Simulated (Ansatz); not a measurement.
# Where Pb_Li puts its levels in the gap of LiF (Fm-3m)

Wanted: the transition levels of a substitutional impurity in LiF (Fm-3m), from a cell of 54 host atoms with 1 Li taken out and 1 Pb put in.

Program: Ansatz 0.2.0. Level of theory: place-levels on PBEsol runs: charge-transition levels and formation energies with image-charge correction and potential alignment at the atomic sites; PAW set soft_1. Results are calculated unless marked as measured.

## Step 1: Starting point

The cell holds 54 atoms: 26 Li, 27 F and 1 Pb. Its edges and angles: a = 8.499 Å, b = 8.499 Å, c = 8.499 Å, α = 60.0°, β = 60.0°, γ = 60.0°. It derives from LiF (space group Fm-3m). Nearest the centre at fractional (0.667, 0.667, 0.333): Pb51 at 0.00 Å, F32 at 2.00 Å, F34 at 2.00 Å, F28 at 2.00 Å, F44 at 2.00 Å, F46 at 2.00 Å, F50 at 2.00 Å, Li35 at 2.83 Å.

As a file:

```xyz
54
Lattice="0.0000 6.0099 6.0099 6.0099 0.0000 6.0099 6.0099 6.0099 0.0000" Properties=species:S:1:pos:R:3 pbc="T T T"
Li    0.0000    0.0000    0.0000
F     2.0033    2.0033    2.0033
Li    2.0033    2.0033    0.0000
F     4.0066    4.0066    2.0033
Li    4.0066    4.0066    0.0000
F     6.0099    6.0099    2.0033
Li    2.0033    0.0000    2.0033
F     4.0066    2.0033    4.0066
Li    4.0066    2.0033    2.0033
F     6.0099    4.0066    4.0066
Li    6.0099    4.0066    2.0033
F     8.0132    6.0099    4.0066
Li    4.0066    0.0000    4.0066
F     6.0099    2.0033    6.0099
Li    6.0099    2.0033    4.0066
F     8.0132    4.0066    6.0099
Li    8.0132    4.0066    4.0066
F    10.0165    6.0099    6.0099
Li    0.0000    2.0033    2.0033
F     2.0033    4.0066    4.0066
Li    2.0033    4.0066    2.0033
F     4.0066    6.0099    4.0066
Li    4.0066    6.0099    2.0033
F     6.0099    8.0132    4.0066
Li    2.0033    2.0033    4.0066
F     4.0066    4.0066    6.0099
Li    4.0066    4.0066    4.0066
F     6.0099    6.0099    6.0099
Li    6.0099    6.0099    4.0066
F     8.0132    8.0132    6.0099
Li    4.0066    2.0033    6.0099
F     6.0099    4.0066    8.0132
Li    6.0099    4.0066    6.0099
F     8.0132    6.0099    8.0132
Li    8.0132    6.0099    6.0099
F    10.0165    8.0132    8.0132
Li    0.0000    4.0066    4.0066
F     2.0033    6.0099    6.0099
Li    2.0033    6.0099    4.0066
F     4.0066    8.0132    6.0099
Li    4.0066    8.0132    4.0066
F     6.0099   10.0165    6.0099
Li    2.0033    4.0066    6.0099
F     4.0066    6.0099    8.0132
Li    4.0066    6.0099    6.0099
F     6.0099    8.0132    8.0132
Li    6.0099    8.0132    6.0099
F     8.0132   10.0165    8.0132
Li    4.0066    4.0066    8.0132
F     6.0099    6.0099   10.0165
Pb    6.0099    6.0099    8.0132
F     8.0132    8.0132   10.0165
Li    8.0132    8.0132    8.0132
F    10.0165   10.0165   10.0165
```

Known beforehand: the electronic dielectric constant, 2.09, and the static one, 9.46, from a response run on this crystal (DFPT, PBEsol) at that run's own cell.

The cell's shortest repeat is 8.5 Å.

## Step 2: What was run first

Levels follow from differences of total energies between charge states, each relaxed by itself.

Each atom starts 0.05 Å or so off its site in a random direction: a symmetric start keeps its symmetry, and would miss off-centre moves and Jahn–Teller distortions. Forces are taken at one point at (¼, ¼, ¼). The cell holds 1 electron more than the neutral one, with a uniform background that keeps it neutral on the whole.

The sampling was tested on the host first: at the k-points planned (1x1x1 shifted 0.25 0.25 0.25) its energy lies 0.006 eV an atom from the dense-mesh value, under the bound of 0.02 eV set for this test; that bounds the host's error, not the defect's.

One state's input; the others differ in charge, spin, start and seed, and in occupations where the table says so.

Input file qm1.relax/input.yaml:

```yaml
crystal:
  lattice:
    - [0.0, 2.00329385, 2.00329385]
    - [2.00329385, 0.0, 2.00329385]
    - [2.00329385, 2.00329385, 0.0]
  atoms:
    - { symbol: Li, position: [0.0, 0.0, 0.0] }
    - { symbol: F, position: [0.5, 0.5, 0.5] }
  supercell: [3, 3, 3]
  defects: [{ substitution: { at: 50, symbol: Pb } }]
total_charge: -1
basis:
  ecutwfc: 420
  xc_grid: 2
hamiltonian:
  xc: pbesol
  pseudopotentials: { kind: paw, azcp: { folder: soft_1 }, xc_functional: pbe }
kpoints:
  mp_grid: { grid: [1, 1, 1], shift: [0.25, 0.25, 0.25] }
scf:
  occupations: { method: fixed }
  max_iter: 60
output:
  forces: true
  charged_corrections: { epsilon: 2.09, static_epsilon: 9.46 }
relax:
  f_tol: 0.02
  max_steps: 80
  random_displacement: { amplitude: 0.05, seed: 3822 }
checkpoint:
  write: "../qm1.relax.run"
  compress: false
  write_wavefunctions: true
  write_every: 100000
```

Command:

```
> ansatz run input.yaml --threads 4 --pin off --max-ram 7536MiB --backend cpu --events-out ev --progress --plain --runs-dir out
```

The relaxed structure is kept and the sampling changed to a 2×2×2 shifted mesh.

The run of this state that the levels use, under PBEsol:

Input file qm1.point/input.yaml:

```yaml
crystal:
  checkpoint: "../qm1.relax.run"
  host: checkpoint
total_charge: -1
basis:
  ecutwfc: 420
  xc_grid: 2
hamiltonian:
  xc: pbesol
  pseudopotentials: { kind: paw, azcp: { folder: soft_1 }, xc_functional: pbe }
kpoints:
  mp_grid: { grid: [2, 2, 2], shift: [0.5, 0.5, 0.5] }
scf:
  occupations: { method: fermi_dirac, width: 0.01 }
  max_iter: 60
output:
  forces: true
  eigenvalues: true
  charged_corrections:
    epsilon: 2.09
    static_epsilon: 9.46
    defect_position: [0.666667, 0.666667, 0.333333]
  eigenstates: { localisation: true }
  populations: true
  band_densities: [{ bands: [v1, v1] }, { bands: [c1, c1] }]
  write_density: true
  write_potential: true
  volumetric_format: npy
checkpoint:
  read: "../qm1.relax.run"
  write: "../qm1.point.run"
  compress: false
  write_wavefunctions: false
  write_every: 100000
```

Command:

```
> ansatz run input.yaml --threads 4 --pin off --max-ram 7536MiB --backend cpu --events-out ev --progress --plain --runs-dir out
```

Relaxations under PBEsol at one point at (¼, ¼, ¼); times on 4 threads of Arm Neoverse V1, shared host:

```tsv
charge	moment (μB)	occupations	outcome	steps	largest displacement against the far atoms (Å)	time
−1	0	fixed	converged	16	0.57	55 s
0	1	fixed	converged	11	0.41	83 s
+1	0	fixed	converged	5	0.28	20 s
```

Single points under PBEsol at a 2×2×2 shifted mesh; times on 4 threads of Arm Neoverse V1, shared host:

```tsv
charge	moment (μB)	occupations	outcome	time
−1	0	fermi-dirac	converged	28 s
0	1	fermi-dirac	converged	61 s
+1	0	fermi-dirac	converged	27 s
```

Distances (Å) from Pb51 to the nearest atoms after relaxation with PBEsol:

```tsv
charge	moment (μB)	1.	2.	3.	4.	5.	6.
−1	0	F 2.29	F 2.29	F 2.29	F 2.57	F 2.58	F 2.58
0	1	F 2.34	F 2.34	F 2.34	F 2.35	F 2.36	F 2.36
+1	0	F 2.28	F 2.28	F 2.28	F 2.28	F 2.28	F 2.28
```

## Step 3: place-levels, PBEsol

A charged cell interacts with its images and the background, and its potential has another zero than the host's. place-levels removes the first by a point-charge model, screened by the static dielectric constant since the ions have relaxed around the charge, and the second by comparing potentials at atoms far from the defect.

The host is a run of the defect-free crystal in the same cutoffs, grids and k-points, so that basis and sampling errors cancel in part in the differences. The host is run in a cell of 2 atoms on a matching mesh. Its band edges are searched through the zone by a band path, so the gap is smaller than, or equal to, that on the mesh. Chemical potentials are energies per atom of Li (bcc) and Pb (fcc), run with the same functional and cutoff.

Input file levels.point.yaml:

```yaml
host:
  run: host.point.run
states: [qm1.point.run, q0_M1.point.run, qp1.point.run]
geometry_from:
  qm1.point.run: qm1.relax.run
  q0_M1.point.run: q0_M1.relax.run
  qp1.point.run: qp1.relax.run
chemical_potentials:
  Li:
    energy: -202.997011
    dataset: <sha256 of the dataset>
  Pb:
    energy: -11757.162687
    dataset: "<sha256 of the dataset>"
epsilon: 2.09
static_epsilon: 9.46
vertical:
  - { from: qm1.point.run, to: qm1.point_neutral.run }
  - { from: qp1.point.run, to: qp1.point_neutral.run }
```

Command:

```
> ansatz place-levels levels.point.yaml -- --threads 4 --pin off --max-ram 7536MiB
```

Planned after this: the same at the relaxations' own k-points.

What does the calculation give for the gap of the host, level (plus 1/0) and level (0/minus 1)?

Of the charges placed (−1, 0 and +1), the lowest changes at 6.94 eV (+1/0) and 7.56 eV (0/−1) above the valence top, in a gap of 9.06 eV. Charges above +1 and below −1 were not placed, so these runs say nothing of levels that involve them. States placed: +1 at 0 μB; 0 at 1 μB; −1 at 0 μB. Other spin states or structures, where not listed, weren't placed.

```
gap of the host                                                             : 9.06 eV (PBEsol)
level (plus 1/0)                                                            : 6.94 eV above the valence top
level (0/minus 1)                                                           : 7.56 eV above the valence top
lowest of the charges placed, just above the valence top (0.02 eV)          : +1
lowest of the charges placed, just below the conduction bottom (0.02 eV)    : −1
lowest formation energy at mid-gap of the charges run, elemental references : 6.45 eV
```

Pb is taken at its element; compounds, which aren't counted here, bound the chemical potentials and would shift these formation energies. Going from one point at (¼, ¼, ¼) to a 2×2×2 shifted mesh moves the levels that carry no band-filling term by up to 0.09 eV and formation energies against the elements by up to 0.18 eV. The program doubts the alignment of potentials for at least one state, a sign that the cell is small. Keep in mind: the images are only 8.5 Å apart; PBEsol makes the gap too small and tends to spread out bound carriers; where a gas molecule sets a chemical potential or the host's formation energy, its binding is uncorrected; spin–orbit coupling, which can matter with heavy atoms, is left out.

[Logs are printed without paths, hosts, clocks, repeated set-up lines and the standing remarks that a program may print on its own settings, such as how far it seeks lower states.]

[Hosts, paths, dates, database ids (printed as entryN), source tags and the programs' standing remarks are cut or masked in the printed files.]

[Where a table of states has a column of steps, it counts the stored structures, which are thinned; the runs took as many ionic steps or more.]

[A defect's name tells the site on which it was built; relaxed atoms can leave that site.]

[For some hosts the program warned that the k-mesh of the response run may be too coarse for force constants and the static dielectric constant; such warnings are not shown here.]
